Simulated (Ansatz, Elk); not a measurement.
**How far do independent atoms describe Ga3B?**

The structure of Ga3B used here is made up (a known structure type with other elements) and was relaxed beforehand with PBE. The aim is the Fourier transform of its all-electron density, F(hkl), set beside the sum over free spherical atoms that refinements use.

Calculated with Elk 11.2.3 (patched build); DFT, PBE, all-electron APW+lo, Dirac cores, scalar-relativistic bands, static density, no spin.

This account leaves out most program logs.

The structure was built from a prototype and need not be the compound's stable phase.

## Step 1: The starting structure

It takes space group Pm-3n (No. 223, cubic). Conventional cell: a = 5.036 Å, b = 5.036 Å, c = 5.036 Å, α = 90.00°, β = 90.00°, γ = 90.00°. Ga has 2 Ga at 2.52 Å nearest. Nearest to B lie 12 Ga at 2.82 Å. Farther neighbours are not listed.

## Step 2: Ground state and structure factors

An all-electron density is needed, since X-rays see the cores too. Task 0 finds the density and task 195 Fourier-transforms it; tshift is off so that phases refer to the origin typed.

elk.in

```
tasks
  0
  195

xctype
  20

spinpol
  .false.

rgkmax
  7.0

gmaxvr
  14.0

lmaxo
  7

lmaxapw
  8

swidth
  0.002

tshift
  .false.

ramdisk
  .false.

hmaxvr
  5.5

maxscl
  120

epspot
  1e-06

sppath
  './'

avec
  9.51733636126 0.00000000000 -0.00000000000
  0.00000000000 9.51733636126 0.00000000000
  -0.00000000000 0.00000000000 9.51733636126

atoms
  2
  'Ga.in'
  6
  0.5000000000 0.2500000000 -0.0000000000   0.000000 0.000000 0.000000
  0.5000000000 0.7500000000 0.0000000000   0.000000 0.000000 0.000000
  -0.0000000000 0.5000000000 0.7500000000   0.000000 0.000000 0.000000
  -0.0000000000 0.5000000000 0.2500000000   0.000000 0.000000 0.000000
  0.7500000000 -0.0000000000 0.5000000000   0.000000 0.000000 0.000000
  0.2500000000 0.0000000000 0.5000000000   0.000000 0.000000 0.000000
  'B.in'
  2
  0.5000000000 0.5000000000 0.5000000000   0.000000 0.000000 0.000000
  -0.0000000000 -0.0000000000 0.0000000000   0.000000 0.000000 0.000000

ngridk
  5 5 5
```

Launch:

```sh
$ OMP_NUM_THREADS=4 elk
```

Wall time 37 s (4 threads of Arm Neoverse V1, shared host); peak memory 0.25 GiB; 86 s of CPU time.

SFACRHO.OUT:

```text

h k l indices transformed by vhmat matrix:
   1.000000000       0.000000000       0.000000000    
   0.000000000       1.000000000       0.000000000    
   0.000000000       0.000000000       1.000000000    

      h      k      l  multipl.   |H|            Re(F)            Im(F)           |F|

      0      0      0      1   0.0000000       196.00000      0.40731027E-16   196.00000    
      0      0      1      6  0.66018317       0.0000000      0.70747691E-14  0.70747691E-14
      0     -1      1     12  0.93364000      -47.206691      0.65147037E-14   47.206691    
     -1     -1     -1      8   1.1434708     -0.93466618E-14 -0.88484510E-15  0.93884524E-14
      0      0     -2      6   1.3203663       55.534572      0.12701544E-13   55.534572    
     -1     -2      0     12   1.4762145       96.120819      0.17128172E-13   96.120819    
      1      0     -2     12   1.4762145      -96.120819      0.56548744E-14   96.120819    
     -2      1      1     24   1.6171119       51.049170     -0.55829747E-14   51.049170    
     -2      2      0     12   1.8672800      -39.809671     -0.21717445E-13   39.809671    
     -2      1     -2     24   1.9805495       0.0000000     -0.16670738E-13  0.16670738E-13
     -3      0      0      6   1.9805495     -0.74773294E-14 -0.15665471E-13  0.17358497E-13
      0      3     -1     12   2.0876825      -38.072236     -0.56024963E-14   38.072236    
      1     -3      0     12   2.0876825      -38.072236     -0.14483274E-13   38.072236    
      3     -1      1     24   2.1895799      0.26170653E-14  0.69773958E-15  0.27084814E-14
      2      2      2      8   2.2869416      -116.06723      0.27977990E-13   116.06723    
      0      3     -2     12   2.3803243       78.037000     -0.46302816E-14   78.037000    
     -3      0      2     12   2.3803243      -78.037000     -0.15165308E-13   78.037000    
     -3      1      2     24   2.4701792       41.633088     -0.59581181E-14   41.633088
```

Elk indexes on the primitive cell of elk.in and gives |H| = 4π sin θ/λ in inverse bohr. Below, one row stands for each form hkl of the conventional cell (m members, Friedel mates merged), F is for one primitive cell and the density is static (no thermal factor). Free-atom factors are Waasmaier and Kirfel's, and R is Σm||F|−|F'||/Σm|F|.

```csv
hkl,m,sin θ/λ (Å⁻¹),"abs F, DFT",neutral atoms,diff.
100,6,0.099,0.000,0.000,+0.000
110,12,0.140,47.207,47.366,-0.160
111,8,0.172,0.000,0.000,+0.000
200,6,0.199,55.535,55.390,+0.145
210,24,0.222,96.121,96.623,-0.502
211,24,0.243,51.049,51.474,-0.425
220,12,0.281,39.810,40.137,-0.327
221,24,0.298,0.000,0.000,+0.000
300,6,0.298,0.000,0.000,+0.000
310,24,0.314,38.072,38.220,-0.148
311,24,0.329,0.000,0.000,+0.000
222,8,0.344,116.067,116.626,-0.559
320,24,0.358,78.037,78.353,-0.316
321,48,0.371,41.633,41.795,-0.162
400,6,0.397,113.219,113.498,-0.279
410,24,0.409,0.013,0.000,+0.013
322,24,0.409,0.000,0.000,+0.000
330,12,0.421,31.878,31.965,-0.087
411,24,0.421,31.894,31.965,-0.071
331,24,0.433,0.000,0.000,+0.000
420,24,0.444,37.071,37.123,-0.052
421,48,0.455,66.454,66.570,-0.116
```

## Step 3: The highest occupied states alone

An energy window below the Fermi level keeps the highest occupied states, to see at which angles they scatter; shallow core shells can lie inside it and anion s states outside. No new self-consistency is needed.

Changes to elk.in since step 2:

```diff
@@ -1,3 +1,2 @@
 tasks
-  0
   195
@@ -40,2 +39,5 @@
 
+wsfac
+  -0.312210 0.539030
+
 sppath
```

Launch:

```sh
$ OMP_NUM_THREADS=4 elk
```

Elapsed: 16 s, on 4 threads; peak memory 0.17 GiB.

States within 15 eV below the Fermi level hold 49.63 electrons; any levels below the window count with the cores, and a count that is not whole means the window cuts a band. Their amplitudes can exceed the total, where window and core parts have opposite phase:

```
hkl  sin θ/λ (Å⁻¹)  abs F, window  abs F, all
100          0.099          0.000       0.000
110          0.140          6.369      47.207
111          0.172          0.000       0.000
200          0.199          9.276      55.535
210          0.222         13.373      96.121
211          0.243          6.897      51.049
220          0.281          4.907      39.810
221          0.298          0.000       0.000
300          0.298          0.000       0.000
310          0.314          4.809      38.072
```

## Step 4: Another functional

The difference from free atoms is small, so it is set against the change that LDA (Perdew-Wang) makes.

Changes to elk.in since step 3:

```diff
@@ -1,2 +1,3 @@
 tasks
+  0
   195
@@ -4,3 +5,3 @@
 xctype
-  20
+  3
 
@@ -39,5 +40,2 @@
 
-wsfac
-  -0.312210 0.539030
-
 sppath
```

Launch:

```sh
$ OMP_NUM_THREADS=4 elk
```

Wall time 23 s (4 threads); peak memory 0.19 GiB; 56 s of CPU time.

Against the first run R = 0.06 %; the largest change is -0.116 at 222.

## Step 5: A coarser k-mesh

About half the k-points along each axis test the sampling.

Changes to elk.in since step 4:

```diff
@@ -5,3 +5,3 @@
 xctype
-  3
+  20
 
@@ -64,2 +64,2 @@
 ngridk
-  5 5 5
+  2 2 2
```

Launch:

```sh
$ OMP_NUM_THREADS=4 elk
```

Wall time 27 s (4 threads); peak memory 0.23 GiB; 49 s of CPU time.

Against the first run R = 0.01 %; the largest change is +0.214 at 200.

## Step 6: Settings against the effect

```
              run  R against the first run (%)  R against neutral atoms, low angle (%)  wall time
    PBE, rgkmax 7                         0.00                                    0.59       37 s
LDA (Perdew-Wang)                         0.06                                    0.58       23 s
     k-mesh 2×2×2                         0.01                                    0.63       27 s
```

## Step 7: Results

```
R against neutral atoms, sin θ/λ < 0.3 Å⁻¹ : 0.59 %
R against neutral atoms, 0.3 to 0.82 Å⁻¹   : 0.23 %
```

In words: Independent neutral atoms miss the calculated amplitudes by R = 0.59 % below 0.3 Å⁻¹ and 0.23 % from there to 0.82 Å⁻¹; by shells, 0.34 % below 0.15 Å⁻¹ (1 form), 0.62 % 0.15 to 0.3 (4 forms), 0.35 % 0.3 to 0.45 (9 forms), 0.21 % above 0.45 (48 forms). Bonding, aspherical density and the tables' own atoms all enter these figures, and the runs don't part them. The largest change of an amplitude is -0.56 electrons, at 222. The window's part falls from 49.6 electrons at the origin to at most 6.44 between 0.45 and 0.82 Å⁻¹, where compact states inside the window still scatter. The window holds more than the 24 outer electrons of the free atoms, so shallow core shells lie inside it. Below 0.3 Å⁻¹ the changes that finished (LDA (Perdew-Wang) and k-mesh 2×2×2) move F by R = 0.08 % at most, against the 0.59 % that separates it from free atoms. A single amplitude moves by up to 0.21 electrons, against 0.56 for the largest difference from free atoms. The basis has no finished test. Part of the difference isn't bonding: the tables are fits to free atoms and ions calculated by other methods than this functional. Thermal motion, anomalous dispersion and extinction are left out.

[Logs are printed without paths, hosts, clocks, repeated set-up lines and the standing remarks that a program may print on its own settings, such as how far it seeks lower states.]

[Hosts, paths, dates, database ids (printed as entryN), source tags and the programs' standing remarks are cut or masked in the printed files.]
